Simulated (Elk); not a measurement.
Planning a run of Elk 11.2.3 (patched build) on CdTe (F-43m). The input:

```
tasks
  0

xctype
  20

rgkmax
  8.5

gmaxvr
  18.0

lmaxapw
  10

lmaxo
  8

nxlo
  2

lorbcnd
  .true.

autolinengy
  .true.

tshift
  .false.

ngridk
  6 6 6

swidth
  0.0005

maxscl
  80

sppath
  './'

avec
  -0.0000000000 6.0565722294 6.0565722294
  6.0565722294 -0.0000000000 6.0565722294
  6.0565722294 6.0565722294 -0.0000000000

atoms
  2
  'Cd.in'
  1
  0.0000000000 0.0000000000 0.0000000000
  'Te.in'
  1
  0.2500000000 0.2500000000 0.2500000000
```

The database entry behind the starting cell differs from later determinations by our own check (an axis about 1.1 % short against later determinations), so it need not match the best structure at ambient conditions.

```sh
OMP_NUM_THREADS=4 elk > log
```

**Question.** How long will it take on 4 threads of Arm Neoverse V1, shared host, and how much memory?

It took 23 s; on shared hardware allow 12 s to 46 s. Peak host memory was 0.22 GiB.

[Paths, hosts, dates, memory and timing lines, banners, echoed tables and standing remarks are left out of the program output.]

[Logs are printed without paths, hosts, clocks, repeated set-up lines and the standing remarks that a program may print on its own settings, such as how far it seeks lower states.]

[Runs of the session that timed out or met a known fault of the program may be left out.]

[Hosts, paths, dates, database ids (printed as entryN), source tags and the programs' standing remarks are cut or masked in the printed files.]
